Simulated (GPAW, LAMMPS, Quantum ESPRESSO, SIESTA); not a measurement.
**Amorphous film on crystalline C with 5 % Si on C sites, (100) (216 atoms) in GPAW**

Aim: run amorphous film on crystalline C with 5 % Si on C sites, (100) (216 atoms) in GPAW and see how near its forces come to a plane-wave reference, and at what cost.

Main program and level: GPAW 26.7.0; the method is named at each step.

## 1. Set-up

The cell holds 216 atoms: 205 C and 11 Si. Cell: a = 10.698 Å, b = 10.698 Å, c = 22.983 Å, α = 90.0°, β = 90.0°, γ = 90.0°. It derives from C (diamond C). A 3 x 3 x 3 block of diamond C (a = 3.566 Å), 5 % of C replaced at random by Si with its (100) planes normal to z; the lower 33 % held fixed, the rest melted at 8000 K for 10 ps and cooled to 500 K at 100 K/ps with the Tersoff potential (Tersoff, Phys. Rev. B 39, 5566 (1989)); then all atoms free for 10 ps at 500 K, under 12 Å of vacuum. Minimised at fixed cell. Regions: crystal, 72 atoms (69 C and 3 Si); amorphous, 144 atoms (136 C and 8 Si). Vacuum lies along c.

The yardstick, on the same geometry:

* method: Kohn-Sham DFT, PBE, SSSP efficiency 1.3.0 pseudopotentials, plane waves (Quantum ESPRESSO 7.5); sssp-pbe-1.3.0-efficiency, cutoffs 45/360 Ry, Γ point
* r.m.s. force component: 1.116 eV/Å
* longest force: 5.723 eV/Å
* time: 14 min on 4 MPI ranks of Arm Neoverse V2, shared host
* CPU time: 56 min

## 2. PBE, LCAO dzp, h 0.2 Å

Method: Kohn-Sham DFT, PBE, PAW, atomic orbitals (dzp).

File run.py:

```python
import numpy as np
from ase.io import read
from gpaw import GPAW, FermiDirac
from ase.parallel import parprint as print

atoms = read("structure.xyz")
atoms.calc = GPAW(
    mode="lcao",
    basis="dzp",
    h=0.2,
    xc="PBE",
    kpts={"size": (1, 1, 1), "gamma": True},
    occupations=FermiDirac(0.05),
    maxiter=200,
    symmetry={"point_group": False},
    txt="gpaw.txt",
)
energy = atoms.get_potential_energy(force_consistent=True)
forces = atoms.get_forces()
print(f"energy {energy:.6f} eV")
print("forces (eV/A)")
for i, (a, f) in enumerate(zip(atoms, forces)):
    print(f"{i:4d} {a.symbol:2s} {f[0]:10.5f} {f[1]:10.5f} {f[2]:10.5f}")
print(f"Fermi level {atoms.calc.get_fermi_level():.4f} eV")
for k in range(len(atoms.calc.get_ibz_k_points())):
    for s in range(atoms.calc.get_number_of_spins()):
        e = atoms.calc.get_eigenvalues(kpt=k, spin=s)
        n = np.searchsorted(e, atoms.calc.get_fermi_level())
        print(f"k {k} spin {s} levels about the Fermi level:", np.round(e[max(n - 6, 0):n], 4).tolist(), "|", np.round(e[n:n + 6], 4).tolist())
```

File structure.xyz:

```xyz
216
Lattice="10.69800 0.00000 0.00000 0.00000 10.69800 0.00000 0.00000 0.00000 22.98329" Properties=species:S:1:pos:R:3 pbc="T T T"
C 10.63552 1.51794 2.65825
C 0.79636 2.36394 3.41325
C 10.59840 3.21603 4.31167
C 0.79828 4.13082 5.17653
C 1.64632 1.45996 4.30569
C 2.53125 2.37100 5.18296
C 1.66450 3.24192 2.65595
C 2.53992 4.12750 3.39463
C 10.60043 4.98388 2.61688
C 0.77881 5.89321 3.36590
C 10.58760 6.78349 4.25742
C 0.75153 7.70170 5.11608
C 1.66397 5.01629 4.30086
C 2.51585 5.91193 5.23375
C 1.66161 6.78735 2.61274
C 2.54227 7.68683 3.36383
C 10.54042 8.55198 2.66330
C 0.73206 9.45917 3.36429
C 10.56866 10.37909 4.28156
C 0.75785 0.54956 5.19836
C 1.65862 8.59552 4.25719
C 2.55254 9.47993 5.17492
Si 1.63423 10.39332 2.12343
C 2.55811 0.59556 3.37900
C 3.44593 1.49922 2.67503
C 4.30712 2.36223 3.41853
C 3.42122 3.25412 4.30201
C 4.31728 4.14804 5.15883
C 5.20244 1.47814 4.28225
C 6.13156 2.35452 5.15699
C 5.17066 3.19956 2.64928
C 6.08459 4.08632 3.33809
C 3.40079 4.99800 2.62952
C 4.27524 5.87235 3.37831
C 3.41020 6.78039 4.29535
C 4.31589 7.65784 5.16021
C 5.20500 5.00752 4.24317
C 6.10086 5.88005 5.11010
C 5.11963 6.73386 2.61435
C 6.02779 7.61484 3.30546
C 3.43727 8.57231 2.60998
C 4.31889 9.47094 3.36314
C 3.42614 10.36208 4.26731
C 4.30744 0.57170 5.14412
C 5.20490 8.55605 4.25788
C 6.09936 9.44216 5.16986
C 5.20747 10.37888 2.62883
C 6.07903 0.58775 3.38774
C 7.00559 1.43813 2.63182
C 7.91556 2.31676 3.37234
C 7.02409 3.22106 4.24823
C 7.90850 4.09477 5.13791
C 8.80724 1.43086 4.30477
C 9.69175 2.31184 5.22272
C 8.82392 3.18747 2.61665
C 9.70212 4.09455 3.36498
[... 156 atom lines left out ...]
C 1.55025 6.65747 14.14093
C 4.89070 7.62329 13.60082
C 9.17247 9.50282 10.87569
C 3.81362 4.68401 14.08600
```

On the command line:

```bash
$ OMP_NUM_THREADS=1 mpirun -np 4 gpaw python run.py > output.txt
```

Numbers of over 12 decimals in the logs are rounded to 6 here.

The log of the run:

```text
energy -1702.925785 eV
forces (eV/A)
   0 C    -0.68514   -0.15290   -3.05060
   1 C     0.60279    0.33300    0.65544
   2 C    -0.56054   -0.08473    0.78469
   3 C    -0.21808    0.09464   -0.32848
   4 C     0.20940   -0.19287    0.90240
   5 C     0.38110   -0.37378   -1.14399
   6 C    -0.11685    0.26836   -1.93403
   7 C     0.06777    0.03375    0.73869
   8 C     0.31670   -0.13340   -1.72133
   9 C     0.18950   -0.22176    0.95166
  10 C     0.20137   -0.81415   -0.04332
  11 C     0.46711   -0.43763    0.20787
  12 C    -0.18847   -0.19049    0.57201
  13 C    -0.82536    1.07142   -0.78186
  14 C     0.00639   -0.25352   -1.70638
  15 C    -0.15087   -0.07089    0.87525
  16 C     1.84525    1.03644   -1.60439
  17 C    -1.66609   -1.66114    2.02455
  18 C     0.14772   -0.37783    1.07310
  19 C    -0.31280    0.35266   -0.52531
  20 C    -0.31626    0.24669    0.06295
  21 C     0.40137   -1.31462   -0.65432
  22 Si    0.10746    0.20286   -3.07152
  23 C     1.61249    1.60073    2.22108
[...]
208 C     1.49879   -0.11715   -0.37964
 209 C    -0.94667   -0.66191   -1.35460
 210 C     0.29997    0.58495   -0.39326
 211 C     1.89009    2.23983   -1.15042
 212 C     0.06987    0.13478   -0.39764
 213 C     0.89062    1.68423    0.77038
 214 C     1.24236    0.32476    0.12150
 215 C     1.13110    0.05077    0.74470
Fermi level 3.2902 eV
k 0 spin 0 levels about the Fermi level: [3.1015, 3.1049, 3.1692, 3.1977, 3.2105, 3.2506] | [3.2903, 3.3952, 3.4189, 3.4466, 3.4705, 3.5423]
```

gpaw.txt:

```text
Input parameters:
  mode=LCAO(),
  basis={'default': 'dzp'},
  h=0.2,
  kpts=MonkhorstPack(size=(1, 1, 1), gamma=True),
  maxiter=200,
  occupations=Occupations(name='fermi-dirac', width=0.05, fixmagmom=False),
  symmetry=Symmetry(point_group=False),
  xc=XC(name='PBE')
Unit cell  # Å
| periodic |         x |         y |         z |   lengths |    angles |
|----------|-----------|-----------|-----------|-----------|-----------|
|      yes | 10.698000 |  0.000000 |  0.000000 | 10.698000 | 90.000000 |
|      yes |  0.000000 | 10.698000 |  0.000000 | 10.698000 | 90.000000 |
|      yes |  0.000000 |  0.000000 | 22.983290 | 22.983290 | 90.000000 |
Number of symmetries: 1
Symmetry operations  # r_c * U_cc + t_c -> r_c
|   | kind |            matrix            |
|---|------|------------------------------|
| 0 |  E   |  1, 0, 0,  0, 1, 0,  0, 0, 1 |
BZ-sampling:
  Number of BZ points: 1
  Number of IBZ points: 1
  Monkhorst-Pack size: [1, 1, 1]
  Monkhorst-Pack shift: [0, 0, 0]
[... lines left out ...]
      Number of RI-basis functions 0
Reference energy: -297413.550425  # eV
eigensolver:
density mixing:
  MSR1-Mixer
occupation numbers:
  Fermi-Dirac:
    width: 0.0500  # eV
FastPoissonSolver using
    Stencil: 6*3+1=19 point O(h^6) finite-difference Laplacian
xc functional:
  name: PBE with 2 nearest neighbor stencil
interpolation: tri-quintic # 5. degree polynomial
Initialization done in: 7.251 s
convergence criteria:
- Maximum [total energy] change in last 3 cyles: 0.0005 eV / valence electron
- Maximum integral of absolute [dens]ity change: 0.0001 electrons / valence electron
- Maximum integral of absolute [eigenst]ate change: 4e-08 eV^2 / valence electron
maximum number of iterations: 200
SCF iterations
|iter     |      energy | eigst |  dens |
|---------|-------------|-------|-------|
|iter:   1|-1730.817023 |      c|       |
|iter:   2|-1726.593343 |      c| -0.89 |
|iter:   3|-2215.906985 |      c| -0.93 |
|iter:   4|-1935.128287 |      c| -0.67 |
[...]
|iter:  13|-1702.988026 |      c| -1.99 |
|iter:  14|-1702.781124 |      c| -2.22 |
|iter:  15|-1702.766410c|      c| -2.48 |
|iter:  16|-1702.765260c|      c| -2.65 |
|iter:  17|-1702.765167c|      c| -2.66 |
[...]
|iter:  24|-1702.735598c|      c| -3.85 |
|iter:  25|-1702.735740c|      c| -3.96 |
|iter:  26|-1702.735897c|      c| -4.01c|
Converged in 26 steps
SCF loop duration: 694.063 s (26.695 s/step)
Energy contributions relative to reference atoms: (reference = -297413.550425)
Energy contributions:
  Kinetic:        1341.139222
  Coulomb:       -1262.716565
  Zero:             26.076990
  External:          0.000000
  Xc:            -1807.045657
  Entropy:          -0.379774
  Spinorbit:         0.000000
  ----------------------------
  Free energy:   -1702.925785
  Extrapolated:  -1702.735897
dipole moment: (118.416269, 49.368743, 1.774389)  # |e|*Ang
Fermi level: 3.290
Eigenvalues  # (at kpt = [0.000, 0.000, 0.000])
| band index |      eig [eV] | occ [0-2] |
|------------|---------------|-----------|
|          0 |       -18.219 |     2.000 |
|        ... |               |           |
|        424 |         3.026 |     1.990 |
|        425 |         3.063 |     1.979 |
[...]
|        439 |         3.573 |     0.007 |
|        ... |               |           |
|        522 |         9.126 |     0.000 |
Gap: 0.040 eV
Transition (v -> c):
  (s=0, k=0, n=431, [0.00, 0.00, 0.00]) -> (s=0, k=0, n=432, [0.00, 0.00, 0.00])
No difference between direct/indirect transitions
Force computation time: 50.653  # s
```

Wall time 13 min (4 MPI ranks of Arm Neoverse V2, shared host); peak memory 6.2 GiB.

Banners, paths, timers and routine set-up lines are dropped from the logs unmarked, and long logs keep their key lines alone; longer cuts are marked.

Numbers from this run, and their distance from the reference:

* r.m.s. force component: 1.148 eV/Å
* r.m.s. difference of force components: 136.4 meV/Å
* longest difference of force vectors: 554.3 meV/Å
* force difference over r.m.s. force: 12.22 %
* slope of forces against the reference's: 1.021
* correlation of force components: 0.9931

Length of the force difference by element (eV/Å):

| element | atoms | mean | most |
| --- | --- | --- | --- |
| C | 205 | 0.20 | 0.55 |
| Si | 11 | 0.21 | 0.38 |

A closer look about C89, picked at random: 14 atoms, nearest first, numbered in the order of the input, with positions taken from that point.

```
 atom      x      y      z  distance (Å)  bonds     Fx     Fy  Fz (eV/Å)
  C89   0.00   0.00   0.00          0.00      3   1.57   1.60       0.74
 C167  -0.76  -0.77   0.92          1.42      3  -0.57  -0.48       2.17
   C4   1.01  -0.80  -0.72          1.48      4  -0.22   0.09      -0.33
  C62  -0.79   0.97  -0.78          1.48      4  -0.26  -0.33      -0.36
   C3   0.11  -1.72  -1.59          2.34      4  -0.56  -0.08       0.78
  C61  -1.70   0.07  -1.66          2.38      4  -0.29  -0.08       0.41
 C107  -1.70  -1.74   0.21          2.44      4   0.55   1.71      -1.25
 C191  -1.65   1.82   0.13          2.46      4  -0.77  -0.19       0.95
  C13   1.87   0.08  -1.60          2.46      4  -0.19  -0.19       0.57
 C124  -0.35  -0.75   2.33          2.47      3  -0.30   1.21       0.76
  C11   0.10   1.85  -1.64          2.48      4   0.20  -0.81      -0.04
  C79   1.87  -1.68   0.23          2.52      4   0.14   0.14       0.67
  C95   1.76   1.89   0.10          2.58      3   0.85  -1.36       1.72
Si189   0.93   1.66   1.83          2.64      4  -0.95   1.20      -2.10
```

Atoms are counted from 1 here, from 0 in the log.

Forces lie 12 % from the reference's, at 0.89 times its CPU time.

## 3. PBE, plane waves 450 eV

Method: Kohn-Sham DFT, PBE, PAW, plane waves.

Changes to run.py since step 2:

```diff
@@ -2,3 +2,3 @@
 from ase.io import read
-from gpaw import GPAW, FermiDirac
+from gpaw import GPAW, FermiDirac, PW
 from ase.parallel import parprint as print
@@ -7,5 +7,3 @@
 atoms.calc = GPAW(
-    mode="lcao",
-    basis="dzp",
-    h=0.2,
+    mode=PW(450),
     xc="PBE",
@@ -15,2 +13,3 @@
     symmetry={"point_group": False},
+    nbands=506,
     txt="gpaw.txt",
```

structure.xyz is that of step 2.

The log of the run:

```text
energy -1740.926880 eV
forces (eV/A)
   0 C    -0.64603   -0.18599   -2.50392
   1 C     0.54851    0.31854    0.33909
   2 C    -0.50897   -0.11608    0.73842
   3 C    -0.31301    0.20889   -0.27378
   4 C     0.18171   -0.13216    0.85279
   5 C     0.45796   -0.43574   -1.11817
   6 C    -0.10111    0.26979   -1.43238
   7 C     0.08024    0.04972    0.41169
   8 C     0.28917   -0.11038   -1.25648
   9 C     0.17789   -0.23331    0.66617
  10 C     0.18214   -0.76024   -0.07642
  11 C     0.51567   -0.51361    0.34971
[...]
211 C     1.74559    2.13319   -1.34868
 212 C    -0.02682    0.40973   -0.57160
 213 C     0.83888    1.94049    0.84002
 214 C     1.18365    0.29154    0.15740
 215 C     1.01139    0.08869    0.70273
Fermi level 3.2202 eV
k 0 spin 0 levels about the Fermi level: [3.0259, 3.0354, 3.1029, 3.1283, 3.1369, 3.1781] | [3.2244, 3.3235, 3.3494, 3.3773, 3.3984, 3.4765]
```

gpaw.txt:

```text
Input parameters:
  mode=PW(ecut=450.000000),
  kpts=MonkhorstPack(size=(1, 1, 1), gamma=True),
  maxiter=200,
  nbands=506,
  occupations=Occupations(name='fermi-dirac', width=0.05, fixmagmom=False),
  symmetry=Symmetry(point_group=False),
  xc=XC(name='PBE')
[... lines left out ...]
  Converge bands: occupied
[... lines left out ...]
  Fermi-Dirac:
[... lines left out ...]
convergence criteria:
- Maximum [total energy] change in last 3 cyles: 0.0005 eV / valence electron
[... lines left out ...]
Converged in 30 steps
[... lines left out ...]
  Free energy:   -1740.926880
[... lines left out ...]
Fermi level: 3.220
[... lines left out ...]
|          0 |       -18.245 |     2.000 |
|        ... |               |           |
|        424 |         2.957 |     1.990 |
|        425 |         2.991 |     1.980 |
[...]
|        439 |         3.502 |     0.007 |
|        ... |               |           |
|        505 |         7.753 |     0.000 |
Gap: 0.046 eV
Transition (v -> c):
  (s=0, k=0, n=431, [0.00, 0.00, 0.00]) -> (s=0, k=0, n=432, [0.00, 0.00, 0.00])
No difference between direct/indirect transitions
Force computation time: 13.772  # s
timing:  # [seconds]
  Total:  743.588  # ━━━━━━━━━━━━━━━━━━━━━━━━━━━━━━━━━━━━━━━━━━━━━━━━━━━━━━━━
  Init:    45.743  # ━━━╸
  SCF:    684.067  # ━━━━━━━━━━━━━━━━━━━━━━━━━━━━━━━━━━━━━━━━━━━━━━━━━━━╸
  Forces:  13.772  # ━
```

It took 12 min on 4 MPI ranks; peak memory 4.8 GiB; 50 min of CPU time.

Numbers from this run, and their distance from the reference:

- r.m.s. force component: 1.121 eV/Å
- r.m.s. difference of force components: 20.13 meV/Å
- longest difference of force vectors: 151.1 meV/Å
- force difference over r.m.s. force: 1.803 %
- slope of forces against the reference's: 1.004
- correlation of force components: 0.9999

Against the first run (12 %), the force difference from the reference is 1.8 %, at 0.99 times the CPU time.

The difference per atom is largest on Si (0.067 eV/Å on average, against 0.020 on C).

## 4. PBE, LCAO dzp, h 0.2 Å, other mixer settings

Method: Kohn-Sham DFT, PBE, PAW, atomic orbitals (dzp).

Changes to run.py since step 3:

```diff
@@ -2,3 +2,3 @@
 from ase.io import read
-from gpaw import GPAW, FermiDirac, PW
+from gpaw import GPAW, FermiDirac, Mixer
 from ase.parallel import parprint as print
@@ -7,3 +7,5 @@
 atoms.calc = GPAW(
-    mode=PW(450),
+    mode="lcao",
+    basis="dzp",
+    h=0.2,
     xc="PBE",
@@ -11,5 +13,5 @@
     occupations=FermiDirac(0.05),
+    mixer=Mixer(0.03, 7, 100),
     maxiter=200,
     symmetry={"point_group": False},
-    nbands=506,
     txt="gpaw.txt",
```

structure.xyz is that of step 3.

The log of the run:

```text
energy -1702.925791 eV
forces (eV/A)
   0 C    -0.68568   -0.15151   -3.02427
   1 C     0.60120    0.33569    0.66215
   2 C    -0.56174   -0.08252    0.78953
   3 C    -0.21879    0.09529   -0.33267
   4 C     0.21255   -0.19311    0.90781
   5 C     0.38256   -0.37310   -1.14975
   6 C    -0.11136    0.26586   -1.91835
   7 C     0.06623    0.03501    0.74518
   8 C     0.32023   -0.13240   -1.71186
   9 C     0.19066   -0.22213    0.95978
  10 C     0.20130   -0.81337   -0.04134
  11 C     0.46975   -0.44084    0.19948
  12 C    -0.18935   -0.18985    0.57338
  13 C    -0.82833    1.07496   -0.78791
  14 C     0.00312   -0.25470   -1.70305
  15 C    -0.14805   -0.06987    0.88196
  16 C     1.84146    1.03659   -1.59496
  17 C    -1.66788   -1.66095    2.03622
  18 C     0.14815   -0.38293    1.07596
  19 C    -0.31220    0.35327   -0.52639
  20 C    -0.31895    0.24665    0.06414
  21 C     0.40280   -1.31659   -0.65582
  22 Si    0.10535    0.20164   -3.05508
  23 C     1.61212    1.60051    2.23284
[...]
208 C     1.50247   -0.11611   -0.38144
 209 C    -0.94248   -0.65993   -1.35901
 210 C     0.30198    0.58476   -0.39215
 211 C     1.89936    2.24844   -1.14764
 212 C     0.05635    0.13706   -0.40019
 213 C     0.90159    1.69365    0.75669
 214 C     1.22604    0.32073    0.12558
 215 C     1.12609    0.04080    0.74448
Fermi level 3.2895 eV
k 0 spin 0 levels about the Fermi level: [3.1011, 3.1043, 3.1689, 3.197, 3.2101, 3.2499] | [3.2896, 3.3943, 3.418, 3.4459, 3.4697, 3.5419]
```

gpaw.txt:

```text
Input parameters:
  mode=LCAO(),
  basis={'default': 'dzp'},
  h=0.2,
  kpts=MonkhorstPack(size=(1, 1, 1), gamma=True),
  maxiter=200,
  mixer=Pulay(name='pulay', nmaxold=7, beta=0.03, weight=100, sigma=0.015, g_ss=None),
  occupations=Occupations(name='fermi-dirac', width=0.05, fixmagmom=False),
  symmetry=Symmetry(point_group=False),
  xc=XC(name='PBE')
Unit cell  # Å
[... lines left out ...]
  Fermi-Dirac:
[... lines left out ...]
convergence criteria:
- Maximum [total energy] change in last 3 cyles: 0.0005 eV / valence electron
[... lines left out ...]
Converged in 29 steps
[... lines left out ...]
  Coulomb:       -1262.387099
  Zero:             25.888377
  External:          0.000000
  Xc:            -1807.034520
  Entropy:          -0.380230
  Spinorbit:         0.000000
  ----------------------------
  Free energy:   -1702.925791
  Extrapolated:  -1702.735676
dipole moment: (118.416602, 49.366659, 1.774917)  # |e|*Ang
Fermi level: 3.290
Eigenvalues  # (at kpt = [0.000, 0.000, 0.000])
| band index |      eig [eV] | occ [0-2] |
|------------|---------------|-----------|
|          0 |       -18.220 |     2.000 |
|        ... |               |           |
|        424 |         3.025 |     1.990 |
|        425 |         3.063 |     1.979 |
[...]
|        439 |         3.572 |     0.007 |
|        ... |               |           |
|        522 |         9.125 |     0.000 |
Gap: 0.040 eV
Transition (v -> c):
  (s=0, k=0, n=431, [0.00, 0.00, 0.00]) -> (s=0, k=0, n=432, [0.00, 0.00, 0.00])
No difference between direct/indirect transitions
Force computation time: 51.563  # s
```

Run time: 14 min. Hardware: 4 MPI ranks; peak memory 6 GiB; 58 min of CPU time.

Numbers from this run, and their distance from the reference:

```yaml
r_m_s_force_component: 1.149 eV/Å
r_m_s_difference_of_force_components: 136.6 meV/Å
longest_difference_of_force_vectors: 532.3 meV/Å
force_difference_over_r_m_s_force: 12.23 %
slope_of_forces_against_the_reference_s: 1.022
correlation_of_force_components: 0.9931
energy_less_the_same_level_run_s: 0 meV/atom
r_m_s_force_difference_from_the_same_level_run: 6.059 meV/Å
```

Against the first run (12 %), the force difference from the reference is 12 %, at 1.1 times the CPU time: another solver or mixer reaches the same state.

## 5. The ladder

Differences are against the plane-wave reference, forces as r.m.s. over components; share is that over the reference's r.m.s. force, slope the least-squares factor from reference forces to these. Total energies of different programs have different zeros and aren't compared.

```csv
run,"Δ force, r.m.s. (meV/Å)",share (%),slope,cores,CPU time,memory (GiB)
reference,-,-,-,4,56 min,12
"GPAW PBE, LCAO dzp, h 0.2 Å",136,12.2,1.021,4,50 min,6.2
"GPAW PBE, plane waves 450 eV",20.1,1.80,1.004,4,50 min,4.8
"GPAW PBE, LCAO dzp, h 0.2 Å, other mixer settings",137,12.2,1.022,4,58 min,6.0
```

CPU time is summed over cores on a shared host, where runs went side by side, so it is rough. Symmetry, cutoffs, thresholds, outputs and thread counts weren't matched or tuned between programs; memory under MPI is the largest rank's times the ranks.

Within one program, basis, potentials and functional, energies share a zero. Each run against its twin at the usual cutoff or grid and solver:

```
                                              run               twin  Δ energy (meV/atom)  Δ force, r.m.s. (meV/Å)  CPU time over the twin's
GPAW PBE, LCAO dzp, h 0.2 Å, other mixer settings  LCAO dzp, h 0.2 Å                    0                     6.06                       1.1
```

## 6. What came out

| Quantity | Value |
| --- | --- |
| nearest in forces | GPAW PBE, plane waves 450 eV, 1.8 % |
| its CPU time | 50 min |

PBE on plane waves or a grid with other potentials, cutoffs or grids differs from the reference by 1.8 % (GPAW PBE, plane waves 450 eV) of the r.m.s. force; this holds the reference's own error, so differences of a few per cent don't tell which side is nearer the exact PBE result. The PBE runs in local orbitals differ by 12 % in each run; basis, grid and potentials can all enter. None of the electronic-structure runs in the table takes under half the reference's CPU time of 56 min; they take 0.88 to 1.0 times as much. The network of bonds at the start is that of the classical potential that made the cell, and needn't be the one that DFT or experiment would give. The runs have no spin polarisation, so any moments at edges, vacancies or dangling bonds can't form. The electronic-structure runs sample only Γ, in a cell whose shortest periodic width is 11 Å, which is coarse for a cell with partly filled levels.

[Also dropped from logs without a mark: logging warnings of Python, and SIESTA's first energy breakdown and zero terms.]

[Logs are printed without paths, hosts, clocks, repeated set-up lines and the standing remarks that a program may print on its own settings, such as how far it seeks lower states.]

[Hosts, paths, dates, database ids (printed as entryN), source tags and the programs' standing remarks are cut or masked in the printed files.]
